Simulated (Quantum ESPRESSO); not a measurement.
Two runs for the C K edge of atom 2 in HfC (Fm-3m). Run A: Quantum ESPRESSO XSpectra, PBE, excited-electron core hole (neutral cell), 12-atom cell with 5.7 Å between holes, 6×6×6 k points, dipole transitions, Lorentzian half width 0.4 eV, without spin-orbit coupling. Run B differs in one choice.

Energy from the energy zero of the input (xe0, at the border of filled and empty states); intensity scaled to a mean of 1 over the first 20 eV:

| E (eV) | A | B |
| --- | --- | --- |
| -2.0 | 0.05 | 0.04 |
| -1.5 | 0.07 | 0.05 |
| -1.0 | 0.10 | 0.07 |
| -0.5 | 0.16 | 0.13 |
| 0.0 | 0.35 | 0.34 |
| 0.5 | 0.53 | 0.53 |
| 1.0 | 0.66 | 0.66 |
| 1.5 | 0.77 | 0.77 |
| 2.0 | 0.87 | 0.87 |
| 2.5 | 0.96 | 0.97 |
| 3.0 | 1.05 | 1.05 |
| 3.5 | 1.16 | 1.16 |
| 4.0 | 1.28 | 1.28 |
| 4.5 | 1.48 | 1.50 |
| 5.0 | 1.56 | 1.55 |
| 5.5 | 1.37 | 1.35 |
| 6.0 | 1.18 | 1.17 |
| 6.5 | 1.04 | 1.08 |
| 7.0 | 1.13 | 1.15 |
| 7.5 | 1.24 | 1.24 |
| 8.0 | 1.40 | 1.34 |
| 8.5 | 1.47 | 1.41 |
| 9.0 | 1.45 | 1.48 |
| 9.5 | 1.73 | 1.62 |
| 10.0 | 2.14 | 1.75 |
| 10.5 | 2.23 | 1.73 |
| 11.0 | 1.73 | 1.59 |
| 11.5 | 1.66 | 1.45 |
| 12.0 | 1.47 | 1.31 |
| 12.5 | 1.23 | 1.16 |
| 13.0 | 1.01 | 1.02 |
| 13.5 | 0.84 | 0.89 |
| 14.0 | 0.70 | 0.79 |
| 14.5 | 0.57 | 0.71 |
| 15.0 | 0.49 | 0.65 |
| 15.5 | 0.50 | 0.61 |
| 16.0 | 0.61 | 0.58 |
| 16.5 | 0.58 | 0.54 |
| 17.0 | 0.42 | 0.49 |
| 17.5 | 0.24 | 0.45 |
| 18.0 | 0.17 | 0.43 |
| 18.5 | 0.17 | 0.42 |
| 19.0 | 0.22 | 0.42 |
| 19.5 | 0.32 | 0.44 |
| 20.0 | 0.44 | 0.45 |
| 20.5 | 0.46 | 0.46 |
| 21.0 | 0.35 | 0.48 |
| 21.5 | 0.31 | 0.50 |
| 22.0 | 0.29 | 0.53 |
| 22.5 | 0.36 | 0.56 |
| 23.0 | 0.60 | 0.60 |
| 23.5 | 0.87 | 0.64 |
| 24.0 | 0.72 | 0.68 |
| 24.5 | 0.57 | 0.72 |
| 25.0 | 0.67 | 0.76 |
| 25.5 | 0.97 | 0.80 |
| 26.0 | 1.28 | 0.84 |
| 26.5 | 1.33 | 0.87 |
| 27.0 | 1.49 | 0.88 |
| 27.5 | 1.54 | 0.88 |
| 28.0 | 1.34 | 0.85 |
| 28.5 | 1.18 | 0.81 |
| 29.0 | 0.94 | 0.76 |
| 29.5 | 0.63 | 0.71 |
| 30.0 | 0.50 | 0.66 |
| 30.5 | 0.42 | 0.61 |
| 31.0 | 0.45 | 0.57 |
| 31.5 | 0.45 | 0.54 |
| 32.0 | 0.40 | 0.51 |

The database entry behind the starting cell differs from later determinations by our own check (about 0.2 % long), so it need not match the best structure at ambient conditions.

Q: What was changed?
a) the radius of the reconstruction
b) the broadening
c) the k mesh of the spectrum
d) the plane-wave cutoff

(b): run B changes the broadening from Lorentzian half width 0.4 eV to Lorentzian half width 0.3 eV up to 4 eV, rising linearly to 2.5 eV at 25 eV. The scaled spectrum changes by 14 % r.m.s. The highest intensity below 16 eV goes from 10.3 eV (2.30) to 10.2 eV (1.76). Other settings could leave a like mark; this is the one that was changed.

[Hosts, paths, dates, database ids (printed as entryN), source tags and the programs' standing remarks are cut or masked in the printed files.]

[Lists of maxima count a maximum above −3 eV only where it reaches 4 % of the highest in the window and stands out from its surroundings by 2 % of it (1.5 % where it reaches 55 %); shoulders and weaker maxima are passed over, and of the rest the first, up to two pre-edge ones and the few strongest are named.]
